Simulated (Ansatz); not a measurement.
**LiF (Griceite): converging the G0W0 gap**

Wanted: a G0W0 gap for LiF (Griceite) that is converged in bands and cutoff, or an estimate of the limit.

Main program and level: Ansatz 0.2.0; G0W0 on PBE, plane waves, PAW; PAW set soft_1.

Report form: the programs' logs are mostly left out.

## (1) The starting structure

The structure is cubic, space group Fm-3m (No. 225). The conventional cell has a = 4.028 Å, b = 4.028 Å, c = 4.028 Å, α = 90.00°, β = 90.00°, γ = 90.00°. Nearest to Li lie 6 F at 2.01 Å. Nearest to F lie 6 Li at 2.01 Å. Farther neighbours and most contacts between anions are not listed.

The cell and positions come from the Crystallography Open Database and are kept as given unless a step says otherwise.

## (2) 17 empty bands, screening to 60 eV

Now the one-shot GW correction: screening in the RPA, then the self-energy of the levels asked for. This step takes PAW set soft_1 files.

Input file input.yaml:

```yaml
crystal:
  lattice:
    - [0.0, 2.014, 2.014]
    - [2.014, 0.0, 2.014]
    - [2.014, 2.014, 0.0]
  atoms:
    - { symbol: Li, position: [0.0, 0.0, 0.0] }
    - { symbol: F, position: [0.5, 0.5, 0.5] }
kpoints:
  mp_grid: { grid: [6, 6, 6] }
hamiltonian:
  xc: pbe
  pseudopotentials: { kind: paw, azcp: { folder: soft_1 } }
scf:
  occupations: { method: fixed }
gw:
  n_empty_bands: 17
  ecut_chi: 60
  qp_bands: [v2, c2]
  qp_kpoints: band_edges
  screening: { model: contour_deformation }
```

Command:

```console
ansatz run input.yaml --threads 3 --pin off --max-ram 92160MiB --backend cuda --events-out ev --progress --plain --runs-dir out --devices 1 --max-vram 13GiB
```

Wall time 14 s (1 × NVIDIA H100 80GB HBM3 (shared by 6 runs) with 3 threads of AMD EPYC 7R13 (Zen 3), shared host); peak memory 0.97 GiB.

This step gave:

```
bands summed                                 : 22
RPA ε∞ on this mesh (eigenvalues)            : 1.980, 1.980, 1.980
plane waves in the screening matrix          : 15
q-points in the mesh                         : 216
G0W0 gap on the mesh                         : 13.33 eV
k of the valence top                         : 0, 0, 0
k of the conduction bottom                   : 0, 0, 0
starting gap on the mesh                     : 9.095 eV
Z at the valence top                         : 0.8275
Z at the conduction bottom                   : 0.8907
least direct G0W0 gap on the computed points : 13.33 eV
```

The gap on the mesh goes from 9.09 eV to 13.33 eV, a correction of +4.24 eV. Between the two edge states, bare exchange in place of the xc potential would open the gap by 12.73 eV, and correlation takes back 8.49 eV.

## (3) 48 empty bands, screening to 120 eV

Bands and screening cutoff are moved together, since each hides the error of the other.

input.yaml: that of step 2 with these lines changed.

```diff
@@ -16,4 +16,4 @@
 gw:
-  n_empty_bands: 17
-  ecut_chi: 60
+  n_empty_bands: 48
+  ecut_chi: 120
   qp_bands: [v2, c2]
```

Elapsed: 9.1 s, on 1 × NVIDIA H100 80GB HBM3 (shared by 6 runs) with 3 threads; peak memory 0.98 GiB.

Numbers from this step:

```yaml
bands_summed: 53
rpa_eps_infinity_on_this_mesh_eigenvalues: 1.977, 1.977, 1.977
plane_waves_in_the_screening_matrix: 59
q_points_in_the_mesh: 216
g0w0_gap_on_the_mesh: 13.20 eV
k_of_the_valence_top: 0, 0, 0
k_of_the_conduction_bottom: 0, 0, 0
starting_gap_on_the_mesh: 9.095 eV
z_at_the_valence_top: 0.8191
z_at_the_conduction_bottom: 0.8883
least_direct_g0w0_gap_on_the_computed_points: 13.20 eV
```

Against the run with 6×6×6 mesh, 17 empty bands, screening to 60 eV, PAW set soft_1 files, the gap moves by −0.13 eV.

## (4) 104 empty bands, screening to 200 eV

input.yaml: that of step 3 with these lines changed.

```diff
@@ -16,4 +16,4 @@
 gw:
-  n_empty_bands: 48
-  ecut_chi: 120
+  n_empty_bands: 104
+  ecut_chi: 200.0
   qp_bands: [v2, c2]
```

Run time: 9.3 s. Hardware: 1 × NVIDIA H100 80GB HBM3 (shared by 6 runs) with 3 threads; peak memory 1 GiB.

Numbers from this step:

```yaml
bands_summed: 109
rpa_eps_infinity_on_this_mesh_eigenvalues: 1.972, 1.972, 1.972
plane_waves_in_the_screening_matrix: 113
g0w0_gap_on_the_mesh: 13.41 eV
k_of_the_valence_top: 0, 0, 0
k_of_the_conduction_bottom: 0, 0, 0
starting_gap_on_the_mesh: 9.095 eV
least_direct_g0w0_gap_on_the_computed_points: 13.41 eV
```

Against the run with 6×6×6 mesh, 48 empty bands, screening to 120 eV, PAW set soft_1 files, the gap moves by +0.20 eV.

## (5) Changing the frequency model: 6×6×6 mesh, 48 empty bands, screening to 120 eV, plasmon pole, PAW set soft_1 files

A plasmon pole stands in for the full frequency dependence of the screening; this run shows what that costs in accuracy. Bands and cutoff differ from the step before, so it is read against an earlier run that matches them.

input.yaml: that of step 4 with these lines changed.

```diff
@@ -16,6 +16,6 @@
 gw:
-  n_empty_bands: 104
-  ecut_chi: 200.0
+  n_empty_bands: 48
+  ecut_chi: 120
   qp_bands: [v2, c2]
   qp_kpoints: band_edges
-  screening: { model: contour_deformation }
+  screening: { model: godby_needs }
```

Elapsed: 13 s, on 1 × NVIDIA H100 80GB HBM3 (shared by 6 runs) with 3 threads; peak memory 0.95 GiB; 12 s of CPU time.

This step gave:

| Item | Value |
| --- | --- |
| bands summed | 53 |
| plasmon-pole fit frequency | 29.05 eV |
| RPA ε∞ on this mesh (eigenvalues) | 1.977, 1.977, 1.977 |
| plane waves in the screening matrix | 59 |
| G0W0 gap on the mesh | 13.23 eV |
| k of the valence top | 0, 0, 0 |
| k of the conduction bottom | 0, 0, 0 |
| starting gap on the mesh | 9.095 eV |
| least direct G0W0 gap on the computed points | 13.23 eV |

Against the run with 6×6×6 mesh, 48 empty bands, screening to 120 eV, PAW set soft_1 files, the gap moves by +0.03 eV.

## (6) Changing the files: 6×6×6 mesh, 48 empty bands, screening to 120 eV, hard PAW files

Other atomic data (hard PAW) test the pseudisation: the cutoff goes from 420 to 1050 eV, with the same valence electrons.

This step: G0W0 on PBE, plane waves, PAW.

input.yaml, the sections that differ from step 5:

```yaml
hamiltonian:
  xc: pbe
  pseudopotentials: { kind: paw, source: ansatz }
gw:
  n_empty_bands: 48
  ecut_chi: 120
  qp_bands: [v2, c2]
  qp_kpoints: band_edges
  screening: { model: contour_deformation }
# crystal, kpoints, scf: as in step 5
```

It took 12 s on 1 × NVIDIA H100 80GB HBM3 (shared by 6 runs) with 3 threads; peak memory 1 GiB.

Numbers from this step:

| Quantity | Value |
| --- | --- |
| bands summed | 53 |
| RPA ε∞ on this mesh (eigenvalues) | 1.981, 1.981, 1.981 |
| plane waves in the screening matrix | 59 |
| G0W0 gap on the mesh | 13.19 eV |
| k of the valence top | 0, 0, 0 |
| k of the conduction bottom | 0, 0, 0 |
| starting gap on the mesh | 9.069 eV |
| least direct G0W0 gap on the computed points | 13.19 eV |

Against the run with 6×6×6 mesh, 48 empty bands, screening to 120 eV, PAW set soft_1 files, the gap moves by −0.012 eV, while the start moved by −0.03 eV.

## (7) Convergence and cost

Times are wall times on 1 × NVIDIA H100 80GB HBM3 (shared by 6 runs) with 3 threads of AMD EPYC 7R13 (Zen 3), shared host, good to a factor of about two.

```csv
mesh,files,frequency,bands summed,cutoff (eV),start (eV),G0W0 (eV),time,host memory (GiB)
6×6×6,PAW set soft_1,contour deformation,22,60,9.095,13.333,14 s,0.97
6×6×6,PAW set soft_1,contour deformation,53,120,9.095,13.201,9.1 s,0.98
6×6×6,PAW set soft_1,contour deformation,109,200,9.095,13.406,9.3 s,1.0
6×6×6,PAW set soft_1,plasmon pole,53,120,9.095,13.229,13 s,0.95
6×6×6,hard PAW,contour deformation,53,120,9.069,13.189,12 s,1.00
```

The parts of the quasiparticle energy at the two band edges (eV; QP = start + Σx + Σc − Vxc):

```
      run               edge  start      Σx     Σc     Vxc     Z     QP
 22 bands        valence top   0.96  -32.02   5.24  -24.22  0.83  -1.61
 22 bands  conduction bottom  10.06   -7.56  -3.26  -12.48  0.89  11.72
 53 bands        valence top   0.96  -32.02   5.27  -24.22  0.82  -1.57
 53 bands  conduction bottom  10.06   -7.56  -3.35  -12.48  0.89  11.63
109 bands        valence top   0.96  -32.02   5.09  -24.22  0.82  -1.76
109 bands  conduction bottom  10.06   -7.56  -3.33  -12.48  0.89  11.65
```

## (8) Summary of results

```
22 bands, 60 eV   : 13.333 eV
53 bands, 120 eV  : 13.201 eV
109 bands, 200 eV : 13.406 eV
mesh and start    : 6×6×6, PBE
```

In words: From 22 to 109 bands the gap moves by +0.07 eV. Σc changes by −0.15 eV at the valence top and −0.07 eV at the conduction bottom, so both edges matter. The gap turns back along the series, so no limit is drawn from it. The plasmon-pole model gives +0.03 eV against contour deformation, 1 % of the correction, and saved no time in this program. Hard PAW files move the gap by −0.01 eV at equal bands and cutoff, −0.03 eV of it in the start.

[Paths, hosts, dates, memory and timing lines, banners, echoed tables and standing remarks are left out of the program output.]

[Logs are printed without paths, hosts, clocks, repeated set-up lines and the standing remarks that a program may print on its own settings, such as how far it seeks lower states.]

[Runs of the session that timed out or met a known fault of the program may be left out.]

[Cells called generated may have been cut or substituted from an entry of the Crystallography Open Database or the Materials Project.]

[Hosts, paths, dates, database ids (printed as entryN), source tags and the programs' standing remarks are cut or masked in the printed files.]
